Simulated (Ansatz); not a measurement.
**KLuFe3Co, from a guessed structure to a relaxed one**

Starting from a made-up structure for KLuFe3Co, the aim is the relaxed cell, its shortest contacts and, where a second run follows, its electronic structure.

Main program and level: Ansatz 0.2.0; DFT, PBEsol, plane-wave PAW, files of the set soft_1, scalar-relativistic, ferromagnetic start, cell and ions relaxed at zero pressure; PAW set soft_1, in the first sound run; inputs show where later runs differ.

## Step 1: Set-up

It takes space group P-6m2 (No. 187, hexagonal). Conventional cell: a = 5.779 Å, b = 5.779 Å, c = 4.670 Å, α = 90.00°, β = 90.00°, γ = 120.00°. Lu has 3 Co at 3.34 Å and 3 K at 3.34 Å and 12 Fe at 3.72 Å nearest. Nearest to Co lie 6 Fe at 2.87 Å and 3 Lu at 3.34 Å and 3 K at 3.34 Å. Nearest to Fe lie 2 Co at 2.87 Å and 2 K at 2.87 Å and 4 Fe at 2.88 to 2.90 Å and 4 Lu at 3.72 Å. K has 6 Fe at 2.87 Å and 3 Lu at 3.34 Å and 3 Co at 3.34 Å nearest. Farther neighbours are not listed.

## Step 2: Relaxation of the guess

The guessed cell has no reason to be at equilibrium. It is relaxed with the atoms, within the space group of the guess.

Input file input.yaml:

```yaml
crystal:
  lattice:
    - [5.779, 0.0, 0.0]
    - [-2.8895, 5.004760808, 0.0]
    - [0.0, 0.0, 4.67]
  atoms:
    - { symbol: Lu, position: [0.666666667, 0.333333333, 0.0] }
    - { symbol: Co, position: [0.333333333, 0.666666667, 0.0], spin: 2.0 }
    - { symbol: Fe, position: [0.167050002, 0.334100003, 0.5], spin: 3.0 }
    - { symbol: Fe, position: [0.167050002, 0.832949998, 0.5], spin: 3.0 }
    - { symbol: Fe, position: [0.665899997, 0.832949998, 0.5], spin: 3.0 }
    - { symbol: K, position: [0.0, 0.0, 0.0] }
magnetization:
  spin_polarized: true
kpoints:
  mp_grid: { grid: [6, 6, 6] }
scf:
  occupations: { method: fermi_dirac, width: 0.05 }
hamiltonian:
  xc: pbesol
  pseudopotentials: { kind: paw, azcp: { folder: soft_1 }, xc_functional: pbe }
relax:
  f_tol: 0.015
  max_steps: 70
  cell: {}
output:
  forces: true
  stress: true
```

Run with:

```
ansatz run input.yaml --threads 4 --pin off --max-ram 10240MiB --backend cpu --events-out ev --progress --plain --runs-dir out
```

Numbers of over 12 decimals in the logs are rounded to 6 here.

Log:

```text
Engine: ansatz 0.2.0, x86_64-unknown-linux-gnu
Pseudopotentials: kind: paw
Pseudopotential: Lu, paw, valence charge 25, recommended cutoff 420 eV (normal), soft_1/Lu.paw.azcp
Pseudopotential: Co, paw, valence charge 17, recommended cutoff 420 eV (normal), soft_1/Co.paw.azcp
Pseudopotential: Fe, paw, valence charge 16, recommended cutoff 420 eV (normal), soft_1/Fe.paw.azcp
Pseudopotential: K, paw, valence charge 9, recommended cutoff 420 eV (normal), soft_1/K.paw.azcp
Functional definition: PBEsol
  exchange = pbesol_x
  correlation = pbesol_c
Crystal: 6 atoms, lattice volume = 135.068 Å³
Basis set: ecut = 420 eV, 2667 PW (Γ), exchange–correlation on 80×80×64 points (8 copies of the dense FFT grid, shifted against one another)
Bands: 66, of which v1, the nominal top of the filled ones, is band 50 counted from 1 (49 counted from 0)
Symmetry: 12 space group operations
Space group: P-6m2 (ITA 187), of the structure as read, at distance tolerance 5.1e-5 Å
Magnetic group: BNS 187.209 (UNI 1439), of the structure as read, at distance tolerance 5.1e-5 Å
k-points: 28 of 216 (time reversal used)
Non-local potential: Lu, projectors of the file, l = 0: 3, l = 1: 2, l = 2: 2, l = 3: 3
Non-local potential: Co, projectors of the file, l = 0: 3, l = 1: 2, l = 2: 3, l = 3: 1
Non-local potential: Fe, projectors of the file, l = 0: 3, l = 1: 2, l = 2: 3, l = 3: 1
Non-local potential: K, projectors of the file, l = 0: 3, l = 1: 2, l = 2: 2
PAW form: soft (Blöchl's): semilocal exchange-correlation on the pseudo side does not see the compensation charge
PAW frozen core: Lu, regenerated for the run's functional, and the local potential with it (the file was generated under x = pbe(κ = 0.804, μ = 0.219515), c = pbe(β = 0.066725))
PAW frozen core: Co, regenerated for the run's functional, and the local potential with it (the file was generated under x = pbe(κ = 0.804, μ = 0.219515), c = pbe(β = 0.066725))
PAW frozen core: Fe, regenerated for the run's functional, and the local potential with it (the file was generated under x = pbe(κ = 0.804, μ = 0.219515), c = pbe(β = 0.066725))
PAW frozen core: K, regenerated for the run's functional, and the local potential with it (the file was generated under x = pbe(κ = 0.804, μ = 0.219515), c = pbe(β = 0.066725))
PAW one-centre angular grid: Lu, 590 points (default); XC on 64 Gauss nodes
PAW one-centre angular grid: Co, 590 points (default); XC on 64 Gauss nodes
PAW one-centre angular grid: Fe, 590 points (default); XC on 64 Gauss nodes
PAW one-centre angular grid: K, 110 points (default); XC on 64 Gauss nodes
Initial density: superposition of atomic densities (chi_scale 0.1, normalization cell, long waves kept (reshape's long-wave potential 0.00 eV rms))
Starting moments: Σ|m| = 11 μB on 4 of 6 sites
Initial wavefunctions: pseudopotential atomic-orbital guess
Functional: x = pbesol(κ = 0.804, μ = 0.123457), c = pbesol(β = 0.046)
SCF iter   1: F=—  HF=-34559.754585 eV  |F-HF|=—  |Δ(HF+E_count)|=         —  Δρ=3.39e-2 (↑1.61e-2 ↓3.39e-2)  dr2=5.17e0  dr2_m=3.17e-1  M=10.540 μB ∫|m|=11.408 μB  β_m=0.30  ethr=3.10e-3  ⟨swp⟩=6.9  Hψ=15372  notcnv=0  defer=15
Mixer restart at iter 1: flushing history
preconditioner: auto → Kerker (q_TF=auto, 2.591 Å⁻¹)  [metal: Δε(μ)=0.017 eV  Ē_g=6.247 eV  σ=0.050 eV  W_gap=0.08  n_scr=44 (ndim 8)  ℏωp=24.1 eV  f_vac=0.000  D(μ)=8.58/eV (n_scr^D=82)]
spin=Collinear: Kerker preconditioning applied to the charge; magnetization (m = ρ↑ − ρ↓) channel mixes plain (no charge-response kernel on spin).
SCF iter   2: F=—  HF=-34559.291866 eV  |F-HF|=—  |Δ(HF+E_count)|=   4.63e-1  Δρ=1.97e-2 (↑1.71e-2 ↓1.97e-2)  dr2=3.78e0  dr2_m=1.79e-1  M=10.315 μB ∫|m|=11.393 μB  β_m=0.52  ethr=3.10e-3  ⟨swp⟩=3.0  Hψ=7420  notcnv=0  defer=213
SCF iter   3: F=—  HF=-34559.852415 eV  |F-HF|=—  |Δ(HF+E_count)|=   5.61e-1  Δρ=1.18e-2 (↑1.08e-2 ↓1.18e-2)  dr2=2.34e0  dr2_m=3.33e-2  M=9.965 μB ∫|m|=11.378 μB  β_m=0.76  ethr=3.10e-3  ⟨swp⟩=3.3  Hψ=5849  notcnv=0  defer=213
SCF iter   4: F=—  HF=-34559.913287 eV  |F-HF|=—  |Δ(HF+E_count)|=   6.09e-2  Δρ=9.91e-3 (↑8.03e-3 ↓9.91e-3)  dr2=6.25e-1  dr2_m=5.52e-3  M=9.633 μB ∫|m|=11.448 μB  β_m=0.71  ethr=2.37e-3  ⟨swp⟩=4.0  Hψ=7800  notcnv=0  defer=188
SCF iter   5: F=—  HF=-34559.798575 eV  |F-HF|=—  |Δ(HF+E_count)|=   1.15e-1  Δρ=8.05e-3 (↑8.05e-3 ↓6.63e-3)  dr2=2.04e-1  dr2_m=6.34e-3  M=9.582 μB ∫|m|=11.558 μB  β_m=0.57  ethr=6.31e-4  ⟨swp⟩=3.9  Hψ=8642  notcnv=0  defer=193
SCF iter   6: F=—  HF=-34559.744743 eV  |F-HF|=—  |Δ(HF+E_count)|=         —  Δρ=6.59e-3 (↑1.64e-3 ↓6.59e-3)  dr2=5.40e-2  dr2_m=1.26e-2  M=9.634 μB ∫|m|=11.729 μB  β_m=0.57  ethr=2.06e-4  ⟨swp⟩=3.9  Hψ=7660  notcnv=0  defer=193
Mixer restart at iter 6: flushing history
SCF iter   7: F=—  HF=-34559.777029 eV  |F-HF|=—  |Δ(HF+E_count)|=   3.23e-2  Δρ=2.83e-3 (↑2.52e-3 ↓2.83e-3)  dr2=1.03e-2  dr2_m=7.01e-3  M=9.650 μB ∫|m|=11.782 μB  β_m=0.67  ethr=5.45e-5  ⟨swp⟩=2.6  Hψ=7736  notcnv=0  defer=191
SCF iter   8: F=—  HF=-34559.777126 eV  |F-HF|=—  |Δ(HF+E_count)|=   9.78e-5  Δρ=3.76e-3 (↑7.91e-4 ↓3.76e-3)  dr2=2.43e-2  dr2_m=3.19e-3  M=9.662 μB ∫|m|=11.831 μB  β_m=0.78  ethr=1.04e-5  ⟨swp⟩=3.0  Hψ=8572  notcnv=0  defer=191
SCF iter   9: F=—  HF=-34559.775771 eV  |F-HF|=—  |Δ(HF+E_count)|=   1.36e-3  Δρ=1.19e-3 (↑1.02e-3 ↓1.19e-3)  dr2=3.54e-3  dr2_m=1.09e-4  M=9.662 μB ∫|m|=11.861 μB  β_m=0.73  ethr=1.04e-5  ⟨swp⟩=2.6  Hψ=8207  notcnv=0  defer=188
SCF iter  10: F=—  HF=-34559.776372 eV  |F-HF|=—  |Δ(HF+E_count)|=   6.01e-4  Δρ=7.80e-4 (↑5.23e-4 ↓7.80e-4)  dr2=1.75e-3  dr2_m=3.40e-5  M=9.655 μB ∫|m|=11.846 μB  β_m=0.62  ethr=3.58e-6  ⟨swp⟩=2.5  Hψ=7380  notcnv=0  defer=188
SCF iter  11: F=—  HF=-34559.776466 eV  |F-HF|=—  |Δ(HF+E_count)|=   9.35e-5  Δρ=2.25e-4 (↑1.72e-4 ↓2.25e-4)  dr2=2.05e-4  dr2_m=6.13e-6  M=9.653 μB ∫|m|=11.837 μB  β_m=0.81  ethr=1.77e-6  ⟨swp⟩=2.0  Hψ=5822  notcnv=0  defer=188
SCF iter  12: F=—  HF=-34559.776484 eV  |F-HF|=—  |Δ(HF+E_count)|=   1.83e-5  Δρ=1.28e-4 (↑9.29e-5 ↓1.28e-4)  dr2=8.07e-5  dr2_m=1.53e-6  M=9.653 μB ∫|m|=11.840 μB  β_m=0.64  ethr=2.07e-7  ⟨swp⟩=2.1  Hψ=6467  notcnv=0  defer=188
SCF iter  13: F=—  HF=-34559.776446 eV  |F-HF|=—  |Δ(HF+E_count)|=   3.77e-5  Δρ=5.28e-5 (↑3.52e-5 ↓5.28e-5)  dr2=1.46e-5  dr2_m=3.71e-7  M=9.653 μB ∫|m|=11.840 μB  β_m=0.69  ethr=8.15e-8  ⟨swp⟩=3.0  Hψ=6615  notcnv=0  defer=188
SCF iter  14: F=—  HF=-34559.776445 eV  |F-HF|=—  |Δ(HF+E_count)|=   9.42e-7  Δρ=4.37e-5 (↑1.75e-5 ↓4.37e-5)  dr2=3.70e-6  dr2_m=6.08e-7  M=9.653 μB ∫|m|=11.840 μB  β_m=0.85  ethr=1.48e-8  ⟨swp⟩=2.1  Hψ=6518  notcnv=0  defer=188
[...]
spin=Collinear: Kerker preconditioning applied to the charge; magnetization (m = ρ↑ − ρ↓) channel mixes plain (no charge-response kernel on spin).
SCF iter   2: F=—  HF=-34562.716956 eV  |F-HF|=—  |Δ(HF+E_count)|=   3.47e-4  Δρ=1.91e-4 (↑1.54e-4 ↓1.91e-4)  dr2=3.99e-5  dr2_m=1.77e-5  M=8.161 μB ∫|m|=9.459 μB  β_m=0.57  ethr=1.07e-6  ⟨swp⟩=2.2  Hψ=4827  notcnv=0
SCF iter   3: F=—  HF=-34562.717036 eV  |F-HF|=—  |Δ(HF+E_count)|=   8.00e-5  Δρ=7.33e-5 (↑7.33e-5 ↓4.86e-5)  dr2=6.08e-6  dr2_m=7.84e-7  M=8.158 μB ∫|m|=9.456 μB  β_m=0.51  ethr=4.03e-8  ⟨swp⟩=3.1  Hψ=8253  notcnv=0
SCF iter   4: F=—  HF=-34562.717065 eV  |F-HF|=—  |Δ(HF+E_count)|=   2.83e-5  Δρ=8.55e-5 (↑4.34e-5 ↓8.55e-5)  dr2=1.65e-5  dr2_m=6.28e-7  M=8.158 μB ∫|m|=9.455 μB  β_m=0.51  ethr=6.14e-9  ⟨swp⟩=3.4  Hψ=7633  notcnv=0
SCF iter   5: F=—  HF=-34562.717117 eV  |F-HF|=—  |Δ(HF+E_count)|=   5.26e-5  Δρ=9.55e-5 (↑2.79e-5 ↓9.55e-5)  dr2=1.92e-5  dr2_m=1.51e-6  M=8.157 μB ∫|m|=9.454 μB  β_m=0.76  ethr=6.14e-9  ⟨swp⟩=2.2  Hψ=6055  notcnv=0
SCF iter   6: F=—  HF=-34562.717185 eV  |F-HF|=—  |Δ(HF+E_count)|=   6.79e-5  Δρ=8.38e-5 (↑3.92e-5 ↓8.38e-5)  dr2=1.27e-5  dr2_m=2.85e-6  M=8.154 μB ∫|m|=9.451 μB  β_m=0.88  ethr=6.14e-9  ⟨swp⟩=2.4  Hψ=7039  notcnv=0
SCF iter   7: F=—  HF=-34562.717216 eV  |F-HF|=—  |Δ(HF+E_count)|=   3.06e-5  Δρ=5.98e-5 (↑4.47e-5 ↓5.98e-5)  dr2=1.06e-5  dr2_m=8.37e-8  M=8.152 μB ∫|m|=9.449 μB  β_m=0.78  ethr=6.14e-9  ⟨swp⟩=2.2  Hψ=6286  notcnv=0
SCF iter   8: F=—  HF=-34562.717225 eV  |F-HF|=—  |Δ(HF+E_count)|=   9.08e-6  Δρ=2.32e-5 (↑2.32e-5 ↓1.35e-5)  dr2=1.02e-6  dr2_m=3.54e-8  M=8.149 μB ∫|m|=9.446 μB  β_m=0.62  ethr=6.14e-9  ⟨swp⟩=2.7  Hψ=7137  notcnv=0
SCF iter   9: F=—  HF=-34562.717225 eV  |F-HF|=—  |Δ(HF+E_count)|=   2.97e-7  Δρ=3.85e-6 (↑3.13e-6 ↓3.85e-6)  dr2=4.07e-8  dr2_m=2.48e-9  M=8.149 μB ∫|m|=9.446 μB  β_m=0.81  ethr=1.03e-9  ⟨swp⟩=2.9  Hψ=7905  notcnv=0
SCF iter  10: F=—  HF=-34562.717225 eV  |F-HF|=—  |Δ(HF+E_count)|=   3.13e-8  Δρ=3.55e-6 (↑1.50e-6 ↓3.55e-6)  dr2=1.47e-8  dr2_m=4.35e-9  M=8.149 μB ∫|m|=9.446 μB  β_m=0.90  ethr=4.11e-11  ⟨swp⟩=2.2  Hψ=6439  notcnv=0
SCF iter  11: F=—  HF=-34562.717225 eV  |F-HF|=—  |Δ(HF+E_count)|=   5.33e-9  Δρ=2.43e-6 (↑1.69e-6 ↓2.43e-6)  dr2=1.59e-8  dr2_m=1.53e-9  M=8.149 μB ∫|m|=9.446 μB  β_m=0.95  ethr=1.49e-11  ⟨swp⟩=2.8  Hψ=7641  notcnv=0
SCF iter  12: F=—  HF=-34562.717225 eV  |F-HF|=—  |Δ(HF+E_count)|=   1.92e-8  Δρ=1.35e-6 (↑1.09e-6 ↓1.35e-6)  dr2=2.98e-9  dr2_m=5.24e-10  M=8.149 μB ∫|m|=9.446 μB  β_m=0.85  ethr=1.49e-11  ⟨swp⟩=2.6  Hψ=7505  notcnv=0
SCF iter  13: F=—  HF=-34562.717225 eV  |F-HF|=—  |Δ(HF+E_count)|=  9.97e-10  Δρ=5.00e-7 (↑5.00e-7 ↓2.17e-7)  dr2=1.64e-10  dr2_m=6.67e-11  M=8.149 μB ∫|m|=9.446 μB  β_m=0.78  ethr=3.01e-12  ⟨swp⟩=2.6  Hψ=7066  notcnv=0
SCF iter  14: F=—  HF=-34562.717225 eV  |F-HF|=—  |Δ(HF+E_count)|=  1.53e-10  Δρ=2.35e-7 (↑1.63e-7 ↓2.35e-7)  dr2=1.14e-10  dr2_m=1.87e-12  M=8.149 μB ∫|m|=9.446 μB  β_m=0.89  ethr=1.00e-12  ⟨swp⟩=1.7  Hψ=5252  notcnv=0
SCF iter  15: F=—  HF=-34562.717225 eV  |F-HF|=—  |Δ(HF+E_count)|=  1.09e-10  Δρ=1.03e-7 (↑5.28e-8 ↓1.03e-7)  dr2=2.02e-11  dr2_m=6.68e-13  M=8.149 μB ∫|m|=9.446 μB  β_m=0.95  ethr=1.00e-12  ⟨swp⟩=2.0  Hψ=5356  notcnv=0
SCF iter  16: F=—  HF=-34562.717225 eV  |F-HF|=—  |Δ(HF+E_count)|=  2.91e-11  Δρ=6.40e-8 (↑3.42e-8 ↓6.40e-8)  dr2=8.34e-12  dr2_m=2.98e-13  M=8.149 μB ∫|m|=9.446 μB  β_m=0.97  ethr=1.00e-12  ⟨swp⟩=1.2  Hψ=3735  notcnv=0
SCF iter  17: F=—  HF=-34562.717225 eV  |F-HF|=—  |Δ(HF+E_count)|=  7.28e-12  Δρ=3.08e-8 (↑2.76e-8 ↓3.08e-8)  dr2=2.89e-12  dr2_m=1.08e-14  M=8.149 μB ∫|m|=9.446 μB  β_m=0.78  ethr=1.00e-12  ⟨swp⟩=1.3  Hψ=3724  notcnv=0
SCF iter  18: F=-34562.717225 eV  HF=-34562.717225 eV  |F-HF|=1.46e-11  |Δ(HF+E_count)|=  7.28e-12  Δρ=1.01e-7 (↑3.64e-8 ↓1.01e-7)  dr2=1.82e-11  dr2_m=9.76e-13  M=8.149 μB ∫|m|=9.446 μB  ethr=1.00e-12  ⟨swp⟩=4.1  Hψ=15214  notcnv=0
SCF 8 converged in 18 iterations: F = -34562.717225 eV  dr2 = 1.82e-11
  greatest PAW one-centre occupation: 1.001 electrons in one spin orbital (limit 2), on the Fe atom at site 3 (counted from 0), in its partial waves of l = 1
relax step   8: F+E_penalty+E_count = -34562.71722531 eV  Δ(F+E_penalty+E_count) = +1.105e-2 eV  max|allowed force component| = 1.672e-3 eV/Å  Δτ_max = 0.0000 Å  P = -0.006 GPa  Ω = 101.735 Å³  stress off target by 2.30e-2 GPa  SCF on the basis re-selected at this cell (its energy is not comparable with the rows above)  (18 SCF iters)
basis re-selected at this cell: Δ(F+E_penalty+E_count) = +1.105e-2 eV, ΔP = -0.025 GPa vs the last step (what re-selecting the basis moved, of the pressure what is left beyond the Pulay correction that the steps carried, after the strain that the cell walked since its last selection, with what the two solves' SCF thresholds leave and, on support functions, any second-order correction that the steps lacked; it is no measure of the basis error at this ecutwfc). The dense FFT grid was sized anew with the basis: this SCF ran on 36×36×30 points, the steps before it on 40×40×32, so part of this shift can come from that change (see relax.cell in the input reference). [rest of the remark cut]
SCF converged after 18 iterations
Magnetization: 8.1490 μB (53.5745 up, 45.4255 down)
Absolute magnetization: 9.4532 μB (∫|ρ↑−ρ↓|, with the PAW one-centre terms)
Spin contamination: 0.4108 ħ² per cell (⟨S²⟩ above its minimum at these occupations)
Per-site moments (μB) at R_I (Å): [(-0.183856, 1.278646), (1.286370, 0.998365), (2.344935, 0.933090), (2.344935, 0.933090), (2.344935, 0.933090), (0.018725, 1.119824)]
Free energy (F): -34562.717225 eV
Harris-Foulkes:  -34562.717225 eV  (|F-HF|=1.46e-11)
Internal energy: -34562.667021 eV  (E = F + TS)
E sigma→0 (E₀):  -34562.692123 eV
Entropy (-TS):   -0.050204 eV (-8.367 meV/atom)
Fermi energy:    13.843333 eV
--- Per-component energies (eV) ---
  E_band       = -1210.033144
  E_kinetic    = 1959.076213
  E_local      = -18861.423725  (includes V_loc(G=0)·N_el)
  E_nonlocal   = 2021.373854
  E_hartree    = 7960.089063
  E_xc         = -758.129920
  E_vxc        = -955.699999  (∫ρ·V_xc dr)
  E_paw        = -13661.291014  (= ΣΔE_a)
  E_vpaw       = -1293.534674  (= ΣTr[D̂ρ^β])
  E_aug_tail   = -0.003059  (compensation charges beyond the density's cutoff)
  E_ewald      = -13224.384228
  E_core_change = 2.025795  (= ΣΔE_core)
  E_smearing   = -0.050204  (= −TS)
  E_closure    = -0.000000  (closes the sum)
  Σ components = -34562.717225   (vs F -34562.717225, Δ=0.00e0)
--- Forces (eV/Å), atoms counted from 1 ---
  atom   1  Lu     0.00000000     0.00000000     0.00000000
  atom   2  Co     0.00000000     0.00000000     0.00000000
  atom   3  Fe    -0.00000000    -0.00167215     0.00000000
  atom   4  Fe    -0.00144812     0.00083607     0.00000000
  atom   5  Fe     0.00144812     0.00083607     0.00000000
  atom   6  K      0.00000000    -0.00000000     0.00000000
  max |Σ_I F_I| component: 6.02e-17 eV/Å
--- Stress (GPa, compression-positive) ---
        0.001773       0.000000       0.000000
        0.000000       0.001773       0.000000
        0.000000       0.000000      -0.023036
  P = ⅓ Tr σ = -0.0065 GPa (-0.065 kbar)
--- Relaxed structure (7 steps of the walk, 7 accepted, 1 SCFs on fresh bases) ---
  F+E_penalty+E_count = -34562.71722531 eV   max|allowed force component| = 1.672e-3 eV/Å   (the final SCF, on the basis selected at the relaxed cell)
  cell:  # Å, volume = 101.7352 Å³
    - [5.368920, 0, 0.0]
    - [-2.684460, 4.649621, 0.0]
    - [0.0, 0.0, 4.075365]
  atoms:
    - { symbol: Lu, position: [0.666667, 0.333333, 0.0] }
    - { symbol: Co, position: [0.333333, 0.666667, 0.0] }
    - { symbol: Fe, position: [0.192893, 0.385786, 0.5] }
    - { symbol: Fe, position: [0.192893, 0.807107, 0.5] }
    - { symbol: Fe, position: [0.614214, 0.807107, 0.5] }
    - { symbol: K, position: [-1.3730897964710721e-17, 1.8344852032282118e-17, 0.0] }
```

It took 2.6 min on 4 threads of INTEL XEON PLATINUM 8581C at 2.10GHz (Emerald Rapids), shared host; peak memory 0.83 GiB.

Step by step:

| step | energy less that of the first step (eV) | largest force component (eV/Å) | pressure (GPa) | volume (Å³) |
| --- | --- | --- | --- | --- |
| 1 | 0.0000 | 1.3587 | -13.66 | 135.07 |
| 2 | -1.8362 | 1.5082 | -10.62 | 117.62 |
| 3 | -2.8118 | 0.9251 | -0.47 | 104.63 |
| 4 | -2.9376 | 0.3142 | -1.39 | 102.36 |
| 5 | -2.9468 | 0.1034 | 1.05 | 100.49 |
| 6 | -2.9517 | 0.0311 | 0.04 | 101.46 |
| 7 | -2.9518 | 0.0001 | 0.02 | 101.74 |
| 8* | -2.9408 | 0.0017 | -0.01 | 101.74 |

Relaxation steps marked * repeat the geometry before them on a plane-wave basis chosen anew for their cell, so energy and pressure can jump there.

The run keeps the 12 symmetry operations that it works with, so distortions that break them were not tested.

| cell as run | before | after | change |
| --- | --- | --- | --- |
| a (Å) | 5.779 | 5.369 | -7.1 % |
| b (Å) | 5.779 | 5.369 | -7.1 % |
| c (Å) | 4.670 | 4.075 | -12.7 % |
| volume (Å³/atom) | 22.51 | 16.96 | -24.7 % |

The atoms that moved most (Å, as changes of fractional coordinates times the final cell):

| atom | dx | dy | dz | length |
| --- | --- | --- | --- | --- |
| Fe5 | -0.208 | -0.120 | 0.000 | 0.240 |
| Fe3 | 0.000 | 0.240 | 0.000 | 0.240 |
| Fe4 | 0.208 | -0.120 | 0.000 | 0.240 |

The relaxed structure:

```xyz
6
Lattice="5.3689 0.0000 0.0000 -2.6845 4.6496 0.0000 0.0000 0.0000 4.0754" Properties=species:S:1:pos:R:3 pbc="T T T"
Lu    2.6845    1.5499    0.0000
Co    0.0000    3.0997    0.0000
Fe    0.0000    1.7938    2.0377
Fe   -1.1310    3.7527    2.0377
Fe    1.1310    3.7527    2.0377
K     0.0000    0.0000    0.0000
```

Numbers from this step:

```
free energy             : -34562.7172 eV
energy at zero smearing : -34562.6921 eV
smearing term TS        : 0.05020 eV
Fermi energy            : 13.84 eV
magnetization           : 8.149 μB
absolute magnetization  : 9.453 μB
site moments            : -0.1839, 1.286, 2.345, 2.345, 2.345, 0.01873 μB
electrons               : 99
symmetry operations     : 12
pressure                : -0.006497 GPa
```

Site moment by atom:

| atom | site moment (μB) |
| --- | --- |
| Lu1 | -0.18 |
| Co2 | 1.29 |
| Fe3 | 2.34 |
| Fe4 | 2.34 |
| Fe5 | 2.34 |
| K6 | 0.02 |

The shortest distance of each pair, which need not be the same contact before and after:

| pair | guess (Å) | relaxed (Å) |
| --- | --- | --- |
| Fe–Fe | 2.883 | 2.262 |
| Co–Fe | 2.867 | 2.420 |
| Fe–K | 2.872 | 2.715 |
| Co–Lu | 3.337 | 3.100 |
| K–Lu | 3.337 | 3.100 |

The relaxation ends with a largest force component of 0.0017 eV/Å and a pressure of -0.01 GPa.

(Continued in part 2 of 2.)

[Logs are printed without paths, hosts, clocks, repeated set-up lines and the standing remarks that a program may print on its own settings, such as how far it seeks lower states.]

[Hosts, paths, dates, database ids (printed as entryN), source tags and the programs' standing remarks are cut or masked in the printed files.]
